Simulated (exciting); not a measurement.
**Electron–core-hole interaction in the S K spectrum of MoS2**

Wanted: the near-edge spectrum and the bound core excitons at the S K edge of MoS2.

Calculated with exciting sodium; X-ray absorption, core-level Bethe-Salpeter equation, exchange and statically screened direct term, Tamm-Dancoff, all-electron LAPW+lo PBE.

Report form: the programs' logs are mostly left out.

The database entry behind the starting cell differs from later determinations by our own check (about 0.3 % long), so it need not match the best structure at ambient conditions.

## Step 1: The starting structure

It takes space group P6_3/mmc (No. 194, hexagonal). Conventional cell: a = 3.169 Å, b = 3.169 Å, c = 12.324 Å, α = 90.00°, β = 90.00°, γ = 120.00°. Nearest to Mo lie 6 S at 2.41 Å. S has 3 Mo at 2.41 Å nearest. Farther neighbours and most contacts between anions are not listed.

Structure file:

```xyz
6
Lattice="3.1690 0.0000 0.0000 -1.5845 2.7444 0.0000 0.0000 0.0000 12.3240" Properties=species:S:1:pos:R:3 pbc="T T T"
Mo    1.5845    0.9148    9.2430
Mo    0.0000    1.8296    3.0810
S     1.5845    0.9148    4.6461
S     0.0000    1.8296   10.8081
S     1.5845    0.9148    1.5159
S     0.0000    1.8296    7.6779
```

Differences between curves are given as r.m.s. difference over r.m.s. height.

## Step 2: Ground state

The species files are the program's own, with muffin-tin radii set in the input.

input.xml reads:

```
<input>
  <title>MoS2</title>
  <structure speciespath="." autormt="false" epslat="1.0e-5">
    <crystal>
      <basevect>5.9885420878 0.0000000000 0.0000000000</basevect>
      <basevect>-2.9942710439 5.1862295797 0.0000000000</basevect>
      <basevect>0.0000000000 0.0000000000 23.2889847556</basevect>
    </crystal>
    <species speciesfile="Mo.xml" rmt="2.240">
      <atom coord="0.6666666667 0.3333333333 0.7500000000"/>
      <atom coord="0.3333333333 0.6666666667 0.2500000000"/>
    </species>
    <species speciesfile="S.xml" rmt="2.173">
      <atom coord="0.6666666667 0.3333333333 0.3770000000"/>
      <atom coord="0.3333333333 0.6666666667 0.8770000000"/>
      <atom coord="0.6666666667 0.3333333333 0.1230000000"/>
      <atom coord="0.3333333333 0.6666666667 0.6230000000"/>
    </species>
  </structure>
  <groundstate do="fromscratch" xctype="GGA_PBE" ngridk="6 6 1" rgkmax="7" gmaxvr="14" nempty="8" swidth="0.001" maxscl="100" epsengy="1e-5"/>
</input>
```

The run is started by

```
$ OMP_NUM_THREADS=1 mpirun -n 4 exciting
```

Run time: 45 s. Hardware: 4 MPI ranks of Arm Neoverse V1, shared host.

The mesh shows a gap of 0.90 eV. Core levels (Dirac, from the valence top):

| atom | level | energy (eV) |
| --- | --- | --- |
| S | 1s1/2 | -2399.9 |
| S | 2s1/2 | -206.0 |
| S | 2p1/2 | -151.6 |
| S | 2p3/2 | -150.3 |

## Step 3: A richer basis for the empty states

Each species file gets more local orbitals, built from u and its energy derivative at 0.15 Ha and u at 0.9 Ha.

input.xml is that of step 2.

SPECIES.xml, added lines reads:

```
<lo l="L">  <!-- L = 0, 1, 2 -->
  <wf matchingOrder="0" trialEnergy="0.1500" searchE="false"/>
  <wf matchingOrder="1" trialEnergy="0.1500" searchE="false"/>
  <wf matchingOrder="0" trialEnergy="0.9000" searchE="false"/>
</lo>
```

The run is started by

```
$ OMP_NUM_THREADS=1 mpirun -n 4 exciting
```

Wall time 45 s (4 MPI ranks).

Against the first ground state the total energy moves by -12 meV an atom and the gap by 0.00 eV.

## Step 4: Screening, kernels and BSE for S atom 3

The absorber has nearest neighbours 3 Mo at 2.41 Å (site symmetry 3m).

Changes to input.xml since step 3:

```diff
@@ -19,3 +19,20 @@
   </structure>
-  <groundstate do="fromscratch" xctype="GGA_PBE" ngridk="6 6 1" rgkmax="7" gmaxvr="14" nempty="8" swidth="0.001" maxscl="100" epsengy="1e-5"/>
+  <groundstate do="skip" xctype="GGA_PBE" ngridk="6 6 1" rgkmax="7" gmaxvr="14" nempty="8" swidth="0.001" maxscl="100" epsengy="1e-5"/>
+  <xs xstype="BSE" ngridk="5 5 1" ngridq="5 5 1" vkloff="0.097 0.273 0.493" rgkmax="7" nempty="51" gqmax="3" lmaxapwwf="5" lmaxemat="2" broad="0.01654" tevout="true">
+    <energywindow intv="87.784 89.401" points="439"/>
+    <screening screentype="full" nempty="78"/>
+    <BSE xas="true" xasspecies="2" xasatom="1" xasedge="K" bsetype="singlet" nstlxas="1 47"/>
+    <qpointset>
+      <qpoint>0 0 0</qpoint>
+    </qpointset>
+    <plan>
+      <doonly task="xsgeneigvec"/>
+      <doonly task="writepmatxs"/>
+      <doonly task="scrgeneigvec"/>
+      <doonly task="scrwritepmat"/>
+      <doonly task="screen"/>
+      <doonly task="scrcoulint"/>
+      <doonly task="exccoulint"/>
+    </plan>
+  </xs>
 </input>
```

input.xml for the last start (plan only) reads:

```
  <plan>
    <doonly task="bse"/>
  </plan>
```

The run is started by

```
$ OMP_NUM_THREADS=1 mpirun -n 4 exciting
$ OMP_NUM_THREADS=4 exciting
```

Wall time 12 min (4 MPI ranks).

Wall time by task: xsgeneigvec 6.9 s, writepmatxs 7.2 s, scrgeneigvec 5.5 s, scrwritepmat 4.9 s, screen 93 s, scrcoulint 2.5 min, exccoulint 7.6 min, bse 7.3 s.

The S K spectrum of S atom 3 (energy from the Kohn–Sham onset, core level to the lowest empty state found on the meshes used, 2400.74 eV; the ground-state mesh sets it, and the shifted mesh has its lowest transition 0.26 eV above it; Im ε scaled to the maximum of the singlet run; cut below the end of the band set):

| E (eV) | isotropic | ε ⊥ c | ε ∥ c |
| --- | --- | --- | --- |
| -4.0 | 0.02 | 0.02 | 0.01 |
| -3.5 | 0.03 | 0.03 | 0.02 |
| -3.0 | 0.03 | 0.04 | 0.02 |
| -2.5 | 0.05 | 0.06 | 0.03 |
| -2.0 | 0.07 | 0.09 | 0.04 |
| -1.5 | 0.13 | 0.16 | 0.07 |
| -1.0 | 0.28 | 0.36 | 0.13 |
| -0.5 | 0.77 | 1.00 | 0.31 |
| 0.0 | 0.88 | 1.02 | 0.60 |
| 0.5 | 0.55 | 0.57 | 0.52 |
| 1.0 | 0.42 | 0.38 | 0.50 |
| 1.5 | 0.32 | 0.29 | 0.38 |
| 2.0 | 0.25 | 0.24 | 0.29 |
| 2.5 | 0.18 | 0.16 | 0.21 |
| 3.0 | 0.10 | 0.09 | 0.13 |
| 3.5 | 0.07 | 0.06 | 0.08 |
| 4.0 | 0.06 | 0.05 | 0.08 |
| 4.5 | 0.08 | 0.05 | 0.13 |
| 5.0 | 0.11 | 0.07 | 0.19 |
| 5.5 | 0.14 | 0.09 | 0.23 |
| 6.0 | 0.16 | 0.12 | 0.24 |
| 6.5 | 0.20 | 0.16 | 0.27 |
| 7.0 | 0.22 | 0.18 | 0.30 |
| 7.5 | 0.23 | 0.20 | 0.29 |
| 8.0 | 0.23 | 0.23 | 0.25 |
| 8.5 | 0.23 | 0.24 | 0.21 |
| 9.0 | 0.22 | 0.25 | 0.16 |
| 9.5 | 0.22 | 0.25 | 0.15 |
| 10.0 | 0.24 | 0.25 | 0.20 |
| 10.5 | 0.27 | 0.27 | 0.27 |
| 11.0 | 0.23 | 0.22 | 0.23 |
| 11.5 | 0.19 | 0.20 | 0.17 |
| 12.0 | 0.16 | 0.17 | 0.14 |
| 12.5 | 0.16 | 0.17 | 0.13 |
| 13.0 | 0.16 | 0.16 | 0.15 |
| 13.5 | 0.15 | 0.15 | 0.16 |
| 14.0 | 0.15 | 0.14 | 0.16 |
| 14.5 | 0.12 | 0.12 | 0.13 |
| 15.0 | 0.11 | 0.11 | 0.11 |
| 15.5 | 0.11 | 0.11 | 0.11 |
| 16.0 | 0.11 | 0.12 | 0.11 |
| 16.5 | 0.14 | 0.13 | 0.15 |
| 17.0 | 0.15 | 0.14 | 0.18 |
| 17.5 | 0.16 | 0.15 | 0.18 |
| 18.0 | 0.16 | 0.16 | 0.17 |
| 18.5 | 0.19 | 0.20 | 0.17 |
| 19.0 | 0.18 | 0.20 | 0.15 |
| 19.5 | 0.16 | 0.16 | 0.14 |
| 20.0 | 0.15 | 0.15 | 0.15 |

Maxima (height): -0.2 eV (1.00), 7.7 eV (0.24), 10.4 eV (0.27) and 18.7 eV (0.20).

The Hamiltonian has 2350 rows. The lowest groups of eigenvalues and the brightest ones, on the scale above (the program counts from the shifted mesh's onset, 0.26 eV higher). Core spinors bring spin-forbidden partners, so dark means forbidden by spin or by symmetry, and the shifted mesh splits states that symmetry would keep together:

| energy (eV) | states within 10 meV | relative strength |
| --- | --- | --- |
| -0.294 | 2 | 0.95 |
| -0.277 | 2 | 1.00 |
| -0.076 | 2 | 0.30 |
| -0.044 | 2 | 0.19 |
| 0.039 | 2 | 0.0098 |
| 0.080 | 2 | 0.035 |
| 2.275 | 2 | 0.057 |
| 5.784 | 2 | 0.060 |
| 18.742 | 4 | 0.053 |

## Step 5: Independent particles

Changes to input.xml since step 4:

```diff
@@ -23,3 +23,3 @@
     <screening screentype="full" nempty="78"/>
-    <BSE xas="true" xasspecies="2" xasatom="1" xasedge="K" bsetype="singlet" nstlxas="1 47"/>
+    <BSE xas="true" xasspecies="2" xasatom="1" xasedge="K" bsetype="IP" nstlxas="1 47"/>
     <qpointset>
@@ -28,9 +28,3 @@
     <plan>
-      <doonly task="xsgeneigvec"/>
-      <doonly task="writepmatxs"/>
-      <doonly task="scrgeneigvec"/>
-      <doonly task="scrwritepmat"/>
-      <doonly task="screen"/>
-      <doonly task="scrcoulint"/>
-      <doonly task="exccoulint"/>
+      <doonly task="bse"/>
     </plan>
```

The run is started by

```
$ OMP_NUM_THREADS=4 exciting
```

Run time: 1.5 s. Hardware: 4 threads.

Maxima (height): 1.2 eV (0.52), 8.7 eV (0.22), 11.2 eV (0.29) and 19.2 eV (0.25). The spectrum differs from the singlet run by 66 % r.m.s. Moving the earlier curve by +1.3 eV leaves 31 %. The highest maximum lies at 1.2 eV (0.52), against -0.2 eV (1.00).

## Step 6: Exchange alone

Changes to input.xml since step 5:

```diff
@@ -23,3 +23,3 @@
     <screening screentype="full" nempty="78"/>
-    <BSE xas="true" xasspecies="2" xasatom="1" xasedge="K" bsetype="IP" nstlxas="1 47"/>
+    <BSE xas="true" xasspecies="2" xasatom="1" xasedge="K" bsetype="RPA" nstlxas="1 47"/>
     <qpointset>
```

The run is started by

```
$ OMP_NUM_THREADS=4 exciting
```

Elapsed: 7.5 s, on 4 threads.

Maxima (height): 1.2 eV (0.52), 8.7 eV (0.22), 11.2 eV (0.29) and 19.2 eV (0.25). The spectrum is that of the independent-particle run within 1 %.

## Step 7: Broadening

Changed against the first singlet run: half width (eV) from 0.45 to 1.35.

Changes to input.xml since step 6:

```diff
@@ -20,6 +20,6 @@
   <groundstate do="skip" xctype="GGA_PBE" ngridk="6 6 1" rgkmax="7" gmaxvr="14" nempty="8" swidth="0.001" maxscl="100" epsengy="1e-5"/>
-  <xs xstype="BSE" ngridk="5 5 1" ngridq="5 5 1" vkloff="0.097 0.273 0.493" rgkmax="7" nempty="51" gqmax="3" lmaxapwwf="5" lmaxemat="2" broad="0.01654" tevout="true">
+  <xs xstype="BSE" ngridk="5 5 1" ngridq="5 5 1" vkloff="0.097 0.273 0.493" rgkmax="7" nempty="51" gqmax="3" lmaxapwwf="5" lmaxemat="2" broad="0.04961" tevout="true">
     <energywindow intv="87.784 89.401" points="439"/>
     <screening screentype="full" nempty="78"/>
-    <BSE xas="true" xasspecies="2" xasatom="1" xasedge="K" bsetype="RPA" nstlxas="1 47"/>
+    <BSE xas="true" xasspecies="2" xasatom="1" xasedge="K" bsetype="singlet" nstlxas="1 47"/>
     <qpointset>
```

The run is started by

```
$ OMP_NUM_THREADS=4 exciting
```

Run time: 9 s. Hardware: 4 threads.

The spectrum differs from the singlet run by 37 % r.m.s. The highest maximum lies at 0.0 eV (0.44), against -0.2 eV (1.00). Only the width of each line changes; the area stays. A table step wider than the lines misses their tops.

| E (eV) | first run | this run |
| --- | --- | --- |
| -10.0 | 0.00 | 0.01 |
| -9.0 | 0.00 | 0.01 |
| -8.0 | 0.01 | 0.02 |
| -7.0 | 0.01 | 0.02 |
| -6.0 | 0.01 | 0.03 |
| -5.0 | 0.01 | 0.04 |
| -4.0 | 0.02 | 0.06 |
| -3.0 | 0.03 | 0.09 |
| -2.0 | 0.07 | 0.16 |
| -1.0 | 0.28 | 0.31 |
| 0.0 | 0.88 | 0.44 |
| 1.0 | 0.42 | 0.36 |
| 2.0 | 0.25 | 0.25 |
| 3.0 | 0.10 | 0.17 |
| 4.0 | 0.06 | 0.13 |
| 5.0 | 0.11 | 0.14 |
| 6.0 | 0.16 | 0.17 |
| 7.0 | 0.22 | 0.19 |
| 8.0 | 0.23 | 0.21 |
| 9.0 | 0.22 | 0.21 |
| 10.0 | 0.24 | 0.21 |
| 11.0 | 0.23 | 0.20 |
| 12.0 | 0.16 | 0.17 |
| 13.0 | 0.16 | 0.16 |
| 14.0 | 0.15 | 0.14 |
| 15.0 | 0.11 | 0.13 |
| 16.0 | 0.11 | 0.13 |
| 17.0 | 0.15 | 0.14 |
| 18.0 | 0.16 | 0.15 |
| 19.0 | 0.18 | 0.15 |
| 20.0 | 0.15 | 0.14 |

## Step 8: Local-field cutoff

Changed against the first singlet run: cutoff of the kernels (bohr⁻¹) from 3 to 2.

Changes to input.xml since step 7:

```diff
@@ -20,3 +20,3 @@
   <groundstate do="skip" xctype="GGA_PBE" ngridk="6 6 1" rgkmax="7" gmaxvr="14" nempty="8" swidth="0.001" maxscl="100" epsengy="1e-5"/>
-  <xs xstype="BSE" ngridk="5 5 1" ngridq="5 5 1" vkloff="0.097 0.273 0.493" rgkmax="7" nempty="51" gqmax="3" lmaxapwwf="5" lmaxemat="2" broad="0.04961" tevout="true">
+  <xs xstype="BSE" ngridk="5 5 1" ngridq="5 5 1" vkloff="0.097 0.273 0.493" rgkmax="7" nempty="51" gqmax="2" lmaxapwwf="5" lmaxemat="2" broad="0.01654" tevout="true">
     <energywindow intv="87.784 89.401" points="439"/>
@@ -28,3 +28,6 @@
     <plan>
-      <doonly task="bse"/>
+      <doonly task="xsgeneigvec"/>
+      <doonly task="screen"/>
+      <doonly task="scrcoulint"/>
+      <doonly task="exccoulint"/>
     </plan>
```

input.xml for the last start (plan only) reads:

```
  <plan>
    <doonly task="bse"/>
  </plan>
```

The run is started by

```
$ OMP_NUM_THREADS=1 mpirun -n 4 exciting
$ OMP_NUM_THREADS=4 exciting
```

Run time: 4.5 min. Hardware: 4 MPI ranks.

Wall time by task: xsgeneigvec 6.8 s, screen 50 s, scrcoulint 84 s, exccoulint 2 min, bse 7.2 s.

These settings are cheaper. Against the singlet run the r.m.s. difference is 7 %. The highest maximum lies at -0.2 eV (0.91), against -0.2 eV (1.00). The kernels miss the short-range part of the Coulomb interaction, its components above their cutoff.

| E (eV) | first run | this run |
| --- | --- | --- |
| -4.0 | 0.02 | 0.02 |
| -3.0 | 0.03 | 0.03 |
| -2.0 | 0.07 | 0.07 |
| -1.0 | 0.28 | 0.25 |
| 0.0 | 0.88 | 0.83 |
| 1.0 | 0.42 | 0.43 |
| 2.0 | 0.25 | 0.27 |
| 3.0 | 0.10 | 0.10 |
| 4.0 | 0.06 | 0.06 |
| 5.0 | 0.11 | 0.10 |
| 6.0 | 0.16 | 0.15 |
| 7.0 | 0.22 | 0.20 |
| 8.0 | 0.23 | 0.22 |
| 9.0 | 0.22 | 0.20 |
| 10.0 | 0.24 | 0.22 |
| 11.0 | 0.23 | 0.23 |
| 12.0 | 0.16 | 0.16 |
| 13.0 | 0.16 | 0.16 |
| 14.0 | 0.15 | 0.15 |
| 15.0 | 0.11 | 0.11 |
| 16.0 | 0.11 | 0.12 |
| 17.0 | 0.15 | 0.16 |
| 18.0 | 0.16 | 0.17 |
| 19.0 | 0.18 | 0.20 |
| 20.0 | 0.15 | 0.17 |

## Step 9: Coarser mesh

Changed against the first singlet run: k mesh from 5×5×1 to 2×2×1.

Changes to input.xml since step 8:

```diff
@@ -20,3 +20,3 @@
   <groundstate do="skip" xctype="GGA_PBE" ngridk="6 6 1" rgkmax="7" gmaxvr="14" nempty="8" swidth="0.001" maxscl="100" epsengy="1e-5"/>
-  <xs xstype="BSE" ngridk="5 5 1" ngridq="5 5 1" vkloff="0.097 0.273 0.493" rgkmax="7" nempty="51" gqmax="2" lmaxapwwf="5" lmaxemat="2" broad="0.01654" tevout="true">
+  <xs xstype="BSE" ngridk="2 2 1" ngridq="2 2 1" vkloff="0.097 0.273 0.493" rgkmax="7" nempty="51" gqmax="3" lmaxapwwf="5" lmaxemat="2" broad="0.01654" tevout="true">
     <energywindow intv="87.784 89.401" points="439"/>
@@ -29,2 +29,5 @@
       <doonly task="xsgeneigvec"/>
+      <doonly task="writepmatxs"/>
+      <doonly task="scrgeneigvec"/>
+      <doonly task="scrwritepmat"/>
       <doonly task="screen"/>
```

input.xml for the last start (plan only) reads:

```
  <plan>
    <doonly task="bse"/>
  </plan>
```

Elapsed: 1.9 min, on 4 MPI ranks.

These settings are cheaper. The spectrum differs from the singlet run by 40 % r.m.s. Moving the earlier curve by -0.5 eV leaves 12 %. The highest maximum lies at -0.7 eV (0.99), against -0.2 eV (1.00). The first bright state moves from -0.29 to -0.84 eV. The lowest bare transition of this run lies at 0.59 eV, against 0.26. A coarse mesh samples few band energies, and it inflates the long-range part of the attraction.

| E (eV) | first run | this run |
| --- | --- | --- |
| -4.0 | 0.02 | 0.03 |
| -3.0 | 0.03 | 0.05 |
| -2.0 | 0.07 | 0.13 |
| -1.0 | 0.28 | 0.74 |
| 0.0 | 0.88 | 0.53 |
| 1.0 | 0.42 | 0.33 |
| 2.0 | 0.25 | 0.19 |
| 3.0 | 0.10 | 0.07 |
| 4.0 | 0.06 | 0.07 |
| 5.0 | 0.11 | 0.18 |
| 6.0 | 0.16 | 0.16 |
| 7.0 | 0.22 | 0.23 |
| 8.0 | 0.23 | 0.18 |
| 9.0 | 0.22 | 0.16 |
| 10.0 | 0.24 | 0.34 |
| 11.0 | 0.23 | 0.22 |
| 12.0 | 0.16 | 0.17 |
| 13.0 | 0.16 | 0.16 |
| 14.0 | 0.15 | 0.11 |
| 15.0 | 0.11 | 0.08 |
| 16.0 | 0.11 | 0.12 |
| 17.0 | 0.15 | 0.19 |
| 18.0 | 0.16 | 0.15 |
| 19.0 | 0.18 | 0.18 |
| 20.0 | 0.15 | 0.17 |

## Step 10: From independent particles to the full kernel

| level | curve passes 0.15 (eV) | highest maximum (eV) | its height |
| --- | --- | --- | --- |
| IP | 0.0 | 1.2 | 0.52 |
| RPA | 0.0 | 1.2 | 0.52 |
| singlet | -1.4 | -0.2 | 1.00 |

| E (eV) | IP | RPA | singlet |
| --- | --- | --- | --- |
| -4.0 | 0.01 | 0.01 | 0.02 |
| -3.0 | 0.01 | 0.01 | 0.03 |
| -2.0 | 0.02 | 0.02 | 0.07 |
| -1.0 | 0.05 | 0.04 | 0.28 |
| 0.0 | 0.15 | 0.15 | 0.88 |
| 1.0 | 0.50 | 0.50 | 0.42 |
| 2.0 | 0.43 | 0.43 | 0.25 |
| 3.0 | 0.31 | 0.31 | 0.10 |
| 4.0 | 0.08 | 0.08 | 0.06 |
| 5.0 | 0.08 | 0.08 | 0.11 |
| 6.0 | 0.12 | 0.12 | 0.16 |
| 7.0 | 0.17 | 0.17 | 0.22 |
| 8.0 | 0.21 | 0.21 | 0.23 |
| 9.0 | 0.21 | 0.21 | 0.22 |
| 10.0 | 0.20 | 0.20 | 0.24 |
| 11.0 | 0.28 | 0.28 | 0.23 |
| 12.0 | 0.23 | 0.23 | 0.16 |
| 13.0 | 0.20 | 0.20 | 0.16 |
| 14.0 | 0.19 | 0.19 | 0.15 |
| 15.0 | 0.15 | 0.15 | 0.11 |
| 16.0 | 0.13 | 0.13 | 0.11 |
| 17.0 | 0.16 | 0.16 | 0.15 |
| 18.0 | 0.19 | 0.19 | 0.16 |
| 19.0 | 0.25 | 0.25 | 0.18 |
| 20.0 | 0.22 | 0.22 | 0.15 |

## Step 11: Results

```json
{
 "absorber and edge": "S K, atom 3",
 "surroundings": "nearest neighbours 3 Mo at 2.41 Å (site symmetry 3m)",
 "first bright state": "-0.29 eV from the Kohn–Sham onset, on this mesh",
 "highest maximum": "-0.2 eV",
 "cost of the BSE run": "12 min on 4 MPI ranks of Arm Neoverse V1, shared host; the last task ran on as many threads"
}
```

What this shows: Is a core exciton bound? Undecided on this mesh: the first bright state (over 5 % of the brightest) lies at -0.29 eV from the Kohn–Sham onset and at -0.55 eV from the lowest bare transition of its own mesh. Changing the half width (eV) from 0.45 to 1.35 alters the spectrum by 37 % r.m.s. Exchange alone changes the independent-particle spectrum by 0.1 % r.m.s. With 25 k points the binding energies are rough, and fine structure above the first lines is partly noise of the mesh. Exchange and the short-range direct term aren't converged in the kernel cutoff. The zero comes from the unshifted 6×6×1 ground-state mesh; it is exact only where the band minimum lies on that mesh. The Kohn–Sham onset, 2401 eV, is no photon energy (tabulated edge of the element: 2472 eV): the scale needs a rigid shift. No quasiparticle correction widens the gap or stretches the bands. Vibrations and energy-dependent lifetimes are left out. The structure is a published determination, not relaxed.

[Logs are printed without paths, hosts, clocks, repeated set-up lines and the standing remarks that a program may print on its own settings, such as how far it seeks lower states.]

[Hosts, paths, dates, database ids (printed as entryN), source tags and the programs' standing remarks are cut or masked in the printed files.]
